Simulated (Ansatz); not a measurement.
# Which site? Cl in place of S in SiC(10-10)/MgS(100) interface (76 atoms)

At which site of SiC(10-10)/MgS(100) interface (76 atoms) does Cl in place of S cost least, and what about the site decides it?

Main program and level: Ansatz 0.2.0; Kohn-Sham DFT, PBE, PAW (set soft_2), plane waves.

## Step 1: The starting structure

The cell holds 76 atoms: 24 Si, 24 C, 14 Mg and 14 S. Its edges and angles: a = 11.823 Å, b = 7.958 Å, c = 10.748 Å, α = 90.0°, β = 90.0°, γ = 98.0°. It derives from SiC and MgS. Wurtzite SiC(10-10), 2 repeat layers, 6 surface cells, strained -0.00 and +0.00 %; rock-salt MgS(100), 2 layers, 7 cells, +1.68 and -3.21 %; outer planes 2.43 Å apart and 2.15 Å at the second interface of the periodic stack; not relaxed, displaced by a Gaussian of 0.02 Å. Regions: SiC, 48 atoms (24 Si and 24 C); MgS, 28 atoms (14 Mg and 14 S).

## Step 2: Single point at the start

A single point comes first, to see the forces before anything moves.

Contents of input.yaml:

```yaml
crystal:
  lattice:
    - [11.8227, 0.0, 0.0]
    - [-1.10952, 7.88027, 0.0]
    - [0.0, 0.0, 10.74772]
  atoms:
    - { symbol: Si, position: [0.66589, 0.33604, 0.99843] }
    - { symbol: C, position: [0.7937, 0.46316, 0.08219] }
    - { symbol: Si, position: [0.9169, 0.33836, 0.08399] }
    - { symbol: C, position: [0.87493, 0.13036, 4.0e-05] }
    - { symbol: Si, position: [0.75322, 0.49907, 0.24663] }
    - { symbol: C, position: [0.70844, 0.29309, 0.33509] }
    - { symbol: Si, position: [0.83559, 0.1648, 0.33062] }
    - { symbol: C, position: [0.95773, 0.29252, 0.24775] }
    - { symbol: Si, position: [0.16502, 0.33146, 0.9981] }
    - { symbol: C, position: [0.29277, 0.45962, 0.08494] }
    - { symbol: Si, position: [0.41843, 0.3378, 0.07899] }
    - { symbol: C, position: [0.37568, 0.12489, 0.99625] }
    - { symbol: Si, position: [0.25142, 0.50328, 0.24918] }
    - { symbol: C, position: [0.20933, 0.29365, 0.33007] }
    - { symbol: Si, position: [0.33602, 0.17126, 0.32973] }
    - { symbol: C, position: [0.4602, 0.2968, 0.24687] }
    - { symbol: Si, position: [0.50335, 0.00407, 0.99962] }
    - { symbol: C, position: [0.62935, 0.13007, 0.08277] }
    - { symbol: Si, position: [0.75258, 0.00149, 0.08413] }
    - { symbol: C, position: [0.70965, 0.79391, 0.99921] }
    - { symbol: Si, position: [0.58621, 0.17144, 0.24612] }
    - { symbol: C, position: [0.5427, 0.96309, 0.33089] }
    - { symbol: Si, position: [0.66816, 0.83917, 0.33377] }
    - { symbol: C, position: [0.79179, 0.96245, 0.24986] }
    - { symbol: Si, position: [0.99967, 0.00297, 0.00174] }
    - { symbol: C, position: [0.12833, 0.12561, 0.08285] }
    - { symbol: Si, position: [0.25289, 0.00489, 0.08513] }
    - { symbol: C, position: [0.2075, 0.78804, 0.99966] }
    - { symbol: Si, position: [0.0826, 0.16906, 0.24701] }
    - { symbol: C, position: [0.04533, 0.95647, 0.33121] }
    - { symbol: Si, position: [0.16992, 0.83974, 0.33261] }
    - { symbol: C, position: [0.29353, 0.96144, 0.2473] }
    - { symbol: Si, position: [0.33594, 0.67225, 0.99978] }
    - { symbol: C, position: [0.46226, 0.79064, 0.08313] }
    - { symbol: Si, position: [0.58585, 0.67243, 0.08237] }
    - { symbol: C, position: [0.54256, 0.46161, 0.99908] }
    - { symbol: Si, position: [0.41666, 0.83531, 0.24734] }
    - { symbol: C, position: [0.37768, 0.62701, 0.33048] }
    - { symbol: Si, position: [0.50231, 0.50128, 0.3303] }
    - { symbol: C, position: [0.62744, 0.62628, 0.24978] }
    - { symbol: Si, position: [0.83391, 0.67076, 0.00244] }
    - { symbol: C, position: [0.95978, 0.79223, 0.08227] }
    - { symbol: Si, position: [0.08465, 0.6653, 0.08731] }
    - { symbol: C, position: [0.04356, 0.45922, 0.99867] }
    - { symbol: Si, position: [0.91716, 0.83523, 0.24527] }
    - { symbol: C, position: [0.87665, 0.62522, 0.3307] }
    - { symbol: Si, position: [0.00185, 0.5038, 0.32959] }
    - { symbol: C, position: [0.12753, 0.62475, 0.24637] }
    - { symbol: Mg, position: [0.49367, 0.46175, 0.55664] }
    - { symbol: S, position: [0.42179, 0.75042, 0.55606] }
    - { symbol: Mg, position: [0.4248, 0.75192, 0.80309] }
    - { symbol: S, position: [0.20931, 0.61117, 0.80263] }
    - { symbol: Mg, position: [0.20608, 0.60626, 0.55561] }
    - { symbol: S, position: [0.13648, 0.89124, 0.55499] }
    - { symbol: Mg, position: [0.13565, 0.88917, 0.79911] }
    - { symbol: S, position: [0.92296, 0.75357, 0.80382] }
    - { symbol: Mg, position: [0.92204, 0.74879, 0.55774] }
    - { symbol: S, position: [0.85136, 0.03514, 0.55933] }
    - { symbol: Mg, position: [0.85139, 0.04312, 0.79899] }
    - { symbol: S, position: [0.6366, 0.89575, 0.79861] }
    - { symbol: Mg, position: [0.63805, 0.89496, 0.55695] }
    - { symbol: S, position: [0.56481, 0.17809, 0.55388] }
    - { symbol: Mg, position: [0.56357, 0.18249, 0.80102] }
    - { symbol: S, position: [0.35117, 0.03664, 0.79717] }
    - { symbol: Mg, position: [0.34647, 0.03724, 0.56007] }
    - { symbol: S, position: [0.27654, 0.32342, 0.55349] }
    - { symbol: Mg, position: [0.28051, 0.32134, 0.80021] }
    - { symbol: S, position: [0.06538, 0.18049, 0.79865] }
    - { symbol: Mg, position: [0.06456, 0.17988, 0.55561] }
    - { symbol: S, position: [0.99297, 0.46908, 0.55609] }
    - { symbol: Mg, position: [0.9944, 0.4661, 0.80178] }
    - { symbol: S, position: [0.77828, 0.32284, 0.80124] }
    - { symbol: Mg, position: [0.77733, 0.32466, 0.55566] }
    - { symbol: S, position: [0.7121, 0.61033, 0.55793] }
    - { symbol: Mg, position: [0.70791, 0.60524, 0.80007] }
    - { symbol: S, position: [0.49145, 0.46972, 0.80153] }
kpoints:
  mp_grid: { grid: [1, 2, 1] }
hamiltonian:
  xc: pbe
scf:
  occupations: { method: gaussian, width: 0.05 }
output:
  forces: true
```

On the command line:

```console
$ ansatz run input.yaml --threads 4 --pin off --max-ram 8192MiB --backend cpu --events-out ev --progress --plain --runs-dir out
```

Numbers of over 12 decimals in the logs are rounded to 6 here.

Log:

```text
[...]
Pseudopotentials: kind: paw
Pseudopotential: Si, paw, valence charge 4, recommended cutoff 420 eV (normal), Si.paw.azcp
Pseudopotential: C, paw, valence charge 4, recommended cutoff 420 eV (normal), C.paw.azcp
Pseudopotential: Mg, paw, valence charge 10, recommended cutoff 420 eV (normal), Mg.paw.azcp
Pseudopotential: S, paw, valence charge 6, recommended cutoff 420 eV (normal), S.paw.azcp
[... 5 lines on functional and potentials left out ...]
Crystal: 76 atoms, lattice volume = 1001.323 Å³
Basis set: ecut = 420 eV, 19535 PW (Γ), exchange–correlation on 160×108×144 points (8 copies of the dense FFT grid, shifted against one another)
Bands: 284, of which v1, the nominal top of the filled ones, is band 208 counted from 1 (207 counted from 0)
Symmetry: 1 space group operations
Space group: P1 (ITA 1), of the structure as read, at distance tolerance 1.0e-4 Å
k-points: 2
[... 9 lines on functional and potentials left out ...]
Initial density: superposition of atomic densities (neutral atoms: chi_scale 0, normalization atom), corrected by the library's trained network
Initial wavefunctions: pseudopotential atomic-orbital guess
[...]
SCF iter   1: F=—  HF=-60851.412092 eV  |F-HF|=—  |Δ(HF+E_count)|=         —  Δρ=6.63e-3  dr2=1.52e0  ethr=1.77e-3  ⟨swp⟩=6.5  Hψ=2554  notcnv=0  defer=82
preconditioner: auto → Kerker (q_TF=auto, 2.357 Å⁻¹)  [metal: Δε(μ)=0.031 eV  Ē_g=10.399 eV  σ=0.050 eV  W_gap=0.34  n_scr=204 (ndim 8)  ℏωp=20.5 eV  f_vac=0.000  D(μ)=23.10/eV (n_scr^D=148)]
[...]
SCF iter  10: F=—  HF=-60851.251758 eV  |F-HF|=—  |Δ(HF+E_count)|=   2.55e-7  Δρ=2.44e-6  dr2=3.21e-7  ethr=4.72e-10  ⟨swp⟩=2.0  Hψ=821  notcnv=0  defer=136
SCF iter  11: F=-60851.251758 eV  HF=-60851.251758 eV  |F-HF|=5.22e-8  |Δ(HF+E_count)|=   3.64e-8  Δρ=9.27e-7  dr2=5.88e-8  ethr=2.40e-11  ⟨swp⟩=4.0  Hψ=1433  notcnv=0
SCF 1 converged in 11 iterations: F = -60851.251758 eV  dr2 = 5.88e-8
[...]
SCF converged after 11 iterations
Free energy (F): -60851.251758 eV
Harris-Foulkes:  -60851.251758 eV  (|F-HF|=5.22e-8)
Internal energy: -60851.210015 eV  (E = F + TS)
E sigma→0 (E₀):  -60851.230887 eV
Entropy (-TS):   -0.041743 eV (-0.549 meV/atom)
Fermi energy:    9.035832 eV
--- Per-component energies (eV) ---
[...]
Σ components = -60851.251758   (vs F -60851.251758, Δ=0.00e0)
--- Forces (eV/Å), atoms counted from 1 ---
  atom   1  Si     1.31721420     0.43691163     1.99320914
  atom   2  C     -0.71605801    -0.63604130    -1.57024410
  atom   3  Si     0.92641937    -0.46953318    -1.99978691
  atom   4  C      0.58016052    -1.72789424     0.99075267
[...]
atom  76  S     -0.02960354    -0.41920549     0.96660248
  max |Σ_I F_I| component: 8.82e-5 eV/Å
```

Wall time 13 s (4 threads of Arm Neoverse V1, shared host); peak memory 2.9 GiB.

The r.m.s. force at the start is 1.0 eV/Å.

## Step 3: Relaxation

With the cell held, the atoms are moved downhill towards a nearby minimum.

Contents of input.yaml:

```yaml
crystal:
  lattice:
    - [11.8227, 0.0, 0.0]
    - [-1.10952, 7.88027, 0.0]
    - [0.0, 0.0, 10.74772]
  atoms:
    [... the 76 atom lines of step 2 ...]
kpoints:
  mp_grid: { grid: [1, 2, 1] }
hamiltonian:
  xc: pbe
scf:
  occupations: { method: gaussian, width: 0.05 }
output:
  forces: true
relax:
  f_tol: 0.05
  max_steps: 120
```

Log:

```text
[...]
Crystal: 76 atoms, lattice volume = 1001.323 Å³
Basis set: ecut = 420 eV, 19535 PW (Γ), exchange–correlation on 160×108×144 points (8 copies of the dense FFT grid, shifted against one another)
Bands: 284, of which v1, the nominal top of the filled ones, is band 208 counted from 1 (207 counted from 0)
Symmetry: 1 space group operations
[...]
k-points: 2
[...]
SCF iter   1: F=—  HF=-60851.412093 eV  |F-HF|=—  |Δ(HF+E_count)|=         —  Δρ=6.63e-3  dr2=1.52e0  ethr=1.77e-3  ⟨swp⟩=6.5  Hψ=2554  notcnv=0  defer=82
[...]
SCF iter   8: F=-60851.251750 eV  HF=-60851.251760 eV  |F-HF|=1.05e-5  |Δ(HF+E_count)|=   1.07e-5  Δρ=1.40e-5  dr2=1.23e-5  ethr=1.50e-8  ⟨swp⟩=3.0  Hψ=1405  notcnv=0
SCF 1 converged in 8 iterations: F = -60851.251750 eV  dr2 = 1.23e-5
[...]
relax step   1: F+E_penalty+E_count = -60851.25174977 eV  Δ(F+E_penalty+E_count) = +0.000e0 eV  max|allowed force component| = 2.917e0 eV/Å  Δτ_max = 0.0000 Å  (8 SCF iters, dr2 threshold 6.25e-5 eV, accepted)
[...]
relax step   2: F+E_penalty+E_count = -60858.61403684 eV  Δ(F+E_penalty+E_count) = -7.362e0 eV  max|allowed force component| = 1.813e0 eV/Å  Δτ_max = 0.1948 Å  (7 SCF iters, dr2 threshold 1.00e-4 eV, accepted)
[...]
relax step   3: F+E_penalty+E_count = -60861.88968603 eV  Δ(F+E_penalty+E_count) = -3.276e0 eV  max|allowed force component| = 1.720e0 eV/Å  Δτ_max = 0.1971 Å  (6 SCF iters, dr2 threshold 1.00e-4 eV, accepted)
relax step   4: F+E_penalty+E_count = -60863.09705042 eV  Δ(F+E_penalty+E_count) = -1.207e0 eV  max|allowed force component| = 9.893e-1 eV/Å  Δτ_max = 0.2000 Å  (6 SCF iters, dr2 threshold 1.00e-4 eV, accepted)
relax step   5: F+E_penalty+E_count = -60863.63812518 eV  Δ(F+E_penalty+E_count) = -5.411e-1 eV  max|allowed force component| = 1.348e0 eV/Å  Δτ_max = 0.1954 Å  (6 SCF iters, dr2 threshold 1.00e-4 eV, accepted)
relax step   6: F+E_penalty+E_count = -60863.67181937 eV  Δ(F+E_penalty+E_count) = -3.369e-2 eV  max|allowed force component| = 8.561e-1 eV/Å  Δτ_max = 0.2000 Å  (6 SCF iters, dr2 threshold 1.00e-4 eV, accepted)
relax step   7: F+E_penalty+E_count = -60863.70500816 eV  Δ(F+E_penalty+E_count) = -3.319e-2 eV  max|allowed force component| = 4.895e-1 eV/Å  Δτ_max = 0.2000 Å  (7 SCF iters, dr2 threshold 1.00e-4 eV, accepted)
relax step   8: F+E_penalty+E_count = -60863.91441915 eV  Δ(F+E_penalty+E_count) = -2.094e-1 eV  max|allowed force component| = 1.531e-1 eV/Å  Δτ_max = 0.1867 Å  (6 SCF iters, dr2 threshold 7.84e-5 eV, accepted)
relax step   9: F+E_penalty+E_count = -60863.92633266 eV  Δ(F+E_penalty+E_count) = -1.191e-2 eV  max|allowed force component| = 1.097e-1 eV/Å  Δτ_max = 0.0482 Å  (7 SCF iters, accepted)
relax step  10: F+E_penalty+E_count = -60863.86759976 eV  Δ(F+E_penalty+E_count) = +5.873e-2 eV  max|allowed force component| = 2.911e-1 eV/Å  Δτ_max = 0.1345 Å  (8 SCF iters, rejected (line search))
[...]
relax step  11: F+E_penalty+E_count = -60863.93601538 eV  Δ(F+E_penalty+E_count) = -9.683e-3 eV  max|allowed force component| = 2.373e-2 eV/Å  Δτ_max = 0.0326 Å  (8 SCF iters, accepted)
SCF converged after 8 iterations
Free energy (F): -60863.936015 eV
[...]
Internal energy: -60863.936015 eV  (E = F + TS)
E sigma→0 (E₀):  -60863.936015 eV
Entropy (-TS):   -0.000000 eV (-0.000 meV/atom)
Fermi energy:    9.196045 eV
[...]
--- Forces (eV/Å), atoms counted from 1 ---
  atom   1  Si     0.00113038    -0.00631725    -0.00432736
  atom   2  C      0.00071047     0.00389616     0.00592138
  atom   3  Si     0.00229995     0.00043767    -0.00649013
  atom   4  C     -0.00014624    -0.00314006     0.00985309
  atom   5  Si     0.00861872    -0.00306829     0.00124086
  atom   6  C      0.00128156     0.00148550     0.00866427
  atom   7  Si    -0.00465458     0.00465950    -0.01458744
  atom   8  C      0.00067524    -0.00586859     0.01240257
  atom   9  Si     0.02302994     0.00152094    -0.02372650
  atom  10  C     -0.00255344     0.00753357     0.00759421
  atom  11  Si    -0.00235559     0.00511932    -0.00771054
  atom  12  C     -0.00206587    -0.01702498    -0.02211965
  atom  13  Si    -0.00287707    -0.01556578    -0.01257022
  atom  14  C     -0.00612718    -0.00280471    -0.01719996
[...]
atom  75  Mg    -0.00677059     0.00246329     0.00482741
  atom  76  S      0.01946669     0.00193889     0.01204414
  max |Σ_I F_I| component: 3.87e-5 eV/Å
--- Relaxed structure (11 steps of the walk, 10 accepted, 0 SCFs on fresh bases) ---
  F+E_penalty+E_count = -60863.93601538 eV   max|allowed force component| = 2.373e-2 eV/Å
  atoms:
    - { symbol: Si, position: [0.677812, 0.339726, 1.006978] }
    - { symbol: C, position: [0.800540, 0.464031, 0.084334] }
    - { symbol: Si, position: [0.920992, 0.333374, 0.081097] }
    - { symbol: C, position: [0.879878, 0.122915, 0.00279999] }
[...]
- { symbol: S, position: [0.487441, 0.478875, 0.847614] }
```

Elapsed: 2 min, on 4 threads; peak memory 2.9 GiB.

The relaxation converged after 11 steps, 12.7 eV below its start, with a largest force component of 0.024 eV/Å.

## Step 4: Single point at the relaxed geometry

One more single point at the end of the walk gives the fuller output and checks the residual forces.

Contents of input.yaml:

```yaml
crystal:
  lattice:
    - [11.8227, 0.0, 0.0]
    - [-1.10952, 7.88027, 0.0]
    - [0.0, 0.0, 10.74772]
  atoms:
    - { symbol: Si, position: [0.67781, 0.33973, 0.00698] }
    - { symbol: C, position: [0.80054, 0.46403, 0.08433] }
    - { symbol: Si, position: [0.92099, 0.33337, 0.0811] }
    - { symbol: C, position: [0.87988, 0.12291, 0.0028] }
    - { symbol: Si, position: [0.75987, 0.50451, 0.25587] }
    - { symbol: C, position: [0.7195, 0.29669, 0.32914] }
    [... 64 atom lines left out ...]
    - { symbol: Mg, position: [0.02229, 0.45858, 0.80812] }
    - { symbol: S, position: [0.73524, 0.34633, 0.81227] }
    - { symbol: Mg, position: [0.74311, 0.33734, 0.52817] }
    - { symbol: S, position: [0.69938, 0.62628, 0.57105] }
    - { symbol: Mg, position: [0.69966, 0.66285, 0.79972] }
    - { symbol: S, position: [0.48744, 0.47888, 0.84761] }
kpoints:
  mp_grid: { grid: [1, 2, 1] }
hamiltonian:
  xc: pbe
scf:
  occupations: { method: gaussian, width: 0.05 }
output:
  forces: true
  stress: true
  populations: true
  dos:
    method: { smearing: { sigma: 0.08 } }
    de: 0.1
    projected:
      site_lists:
        C: [C]
        Mg: [Mg]
        S: [S]
        Si: [Si]
        SiC: [0, 1, 2, 3, 4, 5, 6, 7, 8, 9, 10, 11, 12, 13, 14, 15, 16, 17, 18, 19, 20, 21, 22, 23, 24, 25, 26, 27, 28, 29, 30, 31, 32, 33, 34, 35, 36, 37, 38, 39, 40, 41, 42, 43, 44, 45, 46, 47]
        MgS: [48, 49, 50, 51, 52, 53, 54, 55, 56, 57, 58, 59, 60, 61, 62, 63, 64, 65, 66, 67, 68, 69, 70, 71, 72, 73, 74, 75]
  eigenvalues: true
  write_density: true
  write_potential: true
  volumetric_format: npy
  elf: true
```

Log:

```text
[...]
Crystal: 76 atoms, lattice volume = 1001.323 Å³
Basis set: ecut = 420 eV, 19535 PW (Γ), exchange–correlation on 160×108×144 points (8 copies of the dense FFT grid, shifted against one another)
Bands: 284, of which v1, the nominal top of the filled ones, is band 208 counted from 1 (207 counted from 0)
Symmetry: 1 space group operations
[...]
k-points: 2
[...]
SCF iter   1: F=—  HF=-60864.107006 eV  |F-HF|=—  |Δ(HF+E_count)|=         —  Δρ=5.70e-3  dr2=1.31e0  ethr=1.77e-3  ⟨swp⟩=6.0  Hψ=2452  notcnv=0  defer=99
[...]
SCF iter   8: F=-60863.936011 eV  HF=-60863.936011 eV  |F-HF|=2.21e-8  |Δ(HF+E_count)|=   2.50e-7  Δρ=1.94e-6  dr2=7.29e-8  ethr=2.40e-11  ⟨swp⟩=18.0  Hψ=4763  notcnv=0
SCF 1 converged in 8 iterations: F = -60863.936011 eV  dr2 = 7.29e-8
[...]
SCF converged after 8 iterations
Free energy (F): -60863.936011 eV
[...]
Internal energy: -60863.936011 eV  (E = F + TS)
E sigma→0 (E₀):  -60863.936011 eV
Entropy (-TS):   -0.000000 eV (-0.000 meV/atom)
Fermi energy:    9.196009 eV
[...]
--- Forces (eV/Å), atoms counted from 1 ---
  atom   1  Si     0.00147183    -0.00668138    -0.00495457
  atom   2  C      0.00070968     0.00451541     0.00700408
  atom   3  Si     0.00253908     0.00090321    -0.00707859
  atom   4  C     -0.00178134    -0.00233664     0.01014012
  atom   5  Si     0.00814824    -0.00396621    -0.00021607
  atom   6  C      0.00175659     0.00136749     0.00877941
  atom   7  Si    -0.00489247     0.00527645    -0.01392711
  atom   8  C     -0.00032344    -0.00567648     0.01221321
  atom   9  Si     0.02301457     0.00128243    -0.02314978
  atom  10  C     -0.00238223     0.00686099     0.00764835
  atom  11  Si    -0.00335444     0.00594640    -0.00765555
  atom  12  C     -0.00311427    -0.01816691    -0.02176098
  atom  13  Si    -0.00239297    -0.01585983    -0.01313957
  atom  14  C     -0.00814514    -0.00421200    -0.01778221
[...]
atom  75  Mg    -0.00665159     0.00221789     0.00472327
  atom  76  S      0.01986386     0.00160806     0.01283381
  max |Σ_I F_I| component: 7.22e-5 eV/Å
--- Stress (GPa, compression-positive) ---
        6.646790      -0.990754       1.150397
       -0.990755       7.397570      -0.844928
        1.150397      -0.844928       7.926155
  P = ⅓ Tr σ = 7.3235 GPa (73.235 kbar)
--- Band table (eV) ---
[...]
--- Löwdin populations: 76 sites ---
  site symbol       q [e]
     0     Si      3.0415
     1      C      5.0027
     2     Si      2.9301
[...]
75      S      6.5343
  spilling = 0.011011 (of n_electrons = 416.000000)
```

The job ended after 26 s (4 threads; peak memory 2.9 GiB).

The run gave:

| Property | Result |
| --- | --- |
| free energy | -60863.9360 eV |
| free energy per atom | -800.8413 eV/atom |
| SCF cycles | 8 |
| pressure | 7.324 GPa |
| r.m.s. force component | 0.00768 eV/Å |
| longest force | 0.03267 eV/Å |
| Fermi energy | 9.196 eV |
| gap (highest filled to lowest empty level) | 0.3393 eV |
| spilling of the projection | 0.01101 |

(Continued in part 2 of 2.)

[Logs are printed without paths, hosts, clocks, repeated set-up lines and the standing remarks that a program may print on its own settings, such as how far it seeks lower states.]

[Hosts, paths, dates, database ids (printed as entryN), source tags and the programs' standing remarks are cut or masked in the printed files.]
